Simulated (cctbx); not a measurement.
# Accept or mend?

Cell a = 6.3250 Å, b = 6.3610 Å, c = 6.9760 Å, α = 89.35°, β = 63.88°, γ = 61.09°; space group P1 (no. 1).

Simulated single-crystal data (cctbx): synchrotron X-rays, λ = 0.6889 Å, to d = 0.8 Å, 95 % of the full sphere, strongest reflection 40000 counts, noise from counting, a 4 % proportional error and a noise floor of 2 counts (s.d.); no absorption.

An anisotropic refinement with weights 1/σ² prints:

```text
Rint 0.000, 1635 unique reflections to 0.80 A
cycle     R1     wR2    GooF  max shift (A)
   1  0.1138  0.2968   5.940   0.05997
   3  0.1115  0.2549   5.101   0.00027
final R1 0.1115 wR2 0.2549 GooF 5.101  parameters 90  data/parameter 18.2
atom        x        y        z      Ueq    occ   su(xyz)  su(Uiso or U11)
Ru1    0.95602  0.52771  0.56665   0.0148  1.000  0.00024  0.0008
Ru2    0.31642  0.35776  0.01611   0.0196  1.000  0.00030  0.0009
S1     0.85396  0.95126  0.71711   0.0245  1.000  0.00119  0.0028
S2     0.55320  0.36202  0.22287   0.0184  1.000  0.00101  0.0023
S3     0.22712  0.18630  0.72358   0.0222  1.000  0.00116  0.0027
S4     0.86301  0.77891  0.22516   0.0219  1.000  0.00116  0.0028
S5     0.47647  0.57562  0.70436   0.0247  1.000  0.00123  0.0029
S6     0.13818  0.08827  0.22617   0.0173  1.000  0.00109  0.0023
Al1    0.67000  0.16839  0.48126   0.0240  1.000  0.00150  0.0040
Al2    0.01290  0.99334  0.96153   0.0368  1.000  0.00199  0.0043
difference map: max 15.93 min -2.33 rms 0.77
Q1    0.4070  0.8090  0.3702    1   16.26  2.37 A from S6
Q2    0.9478  0.5299  0.5753    1    9.70  0.06 A from Ru1
Q3    0.8678  0.0756  0.2118    1    9.32  1.52 A from Al2
Q4    0.3291  0.3494  0.0062    1    6.60  0.07 A from Ru2
Q5    0.0365  0.9863  0.9275    1    6.05  0.21 A from Al2
Q6    0.2267  0.9011  0.6657    1    5.98  1.80 A from Al2
```

**Question.** Can this result stand? If not, what is the likely fault?

Mend it. The fault: an atom left out, Mg at (0.4064, 0.8078, 0.3772). Against the right model at the same level, R1 goes from 0.0184 to 0.1115 and GooF from 0.99 to 5.10, U of Al2 swells from 0.0220 to 0.0368 Å² and the top difference peak, 16.3 e/Å³, lies 2.37 Å from S6. Q1 is the missing atom. With scattering power missing, scale and phases suffer, so peaks may also grow on the heavy atoms.

The compound is MgAl2Ru2S6. The right model at the same level gives:

```text
Rint 0.000, 1635 unique reflections to 0.80 A
cycle     R1     wR2    GooF  max shift (A)
   1  0.0223  0.0641   1.286   0.00351
   2  0.0184  0.0493   0.989   0.00001
final R1 0.0184 wR2 0.0493 GooF 0.989  parameters 99  data/parameter 16.5
atom        x        y        z      Ueq    occ   su(xyz)  su(Uiso or U11)
Ru1    0.95588  0.52766  0.56699   0.0171  1.000  0.00005  0.0002
Ru2    0.31655  0.35749  0.01680   0.0216  1.000  0.00006  0.0002
S1     0.85139  0.95089  0.71610   0.0232  1.000  0.00022  0.0005
S2     0.55072  0.36183  0.22350   0.0197  1.000  0.00020  0.0005
S3     0.22392  0.19037  0.72241   0.0218  1.000  0.00022  0.0005
S4     0.86322  0.77916  0.22748   0.0240  1.000  0.00022  0.0005
S5     0.47900  0.57292  0.70395   0.0263  1.000  0.00023  0.0005
S6     0.13614  0.09117  0.22744   0.0208  1.000  0.00020  0.0005
Al1    0.67447  0.16647  0.47693   0.0248  1.000  0.00034  0.0007
Al2    0.02018  0.99253  0.95171   0.0220  1.000  0.00028  0.0006
Mg1    0.40435  0.80909  0.37277   0.0215  1.000  0.00030  0.0008
Flack x: 0.03(3)
Hooft y: 0.048(33)  Bijvoet pairs: 774
difference map: max 0.35 min -0.34 rms 0.09
Q1    0.8705  0.7423  0.9521    1    0.36  1.92 A from S4
Q2    0.8399  0.2162  0.0588    1    0.35  1.26 A from Al2
Q3    0.4396  0.6698  0.5058    1    0.33  1.29 A from Mg1
Q4    0.8789  0.0506  0.8288    1    0.32  1.14 A from S1
Q5    0.8137  0.4793  0.9737    1    0.30  2.15 A from S3
Q6    0.9652  0.2174  0.7540    1    0.29  1.47 A from S3
```

Isotropic U is held between 0.0001 and 1 Å² by the program, and listed peak heights are interpolated, so they can pass the grid's maximum.

The model is made up (kin elements in a known structure type, no relaxation), so it says nothing on whether the phase exists.

[Middle refinement cycles are left out of these outputs.]

[Logs are printed without paths, hosts, clocks, repeated set-up lines and the standing remarks that a program may print on its own settings, such as how far it seeks lower states.]
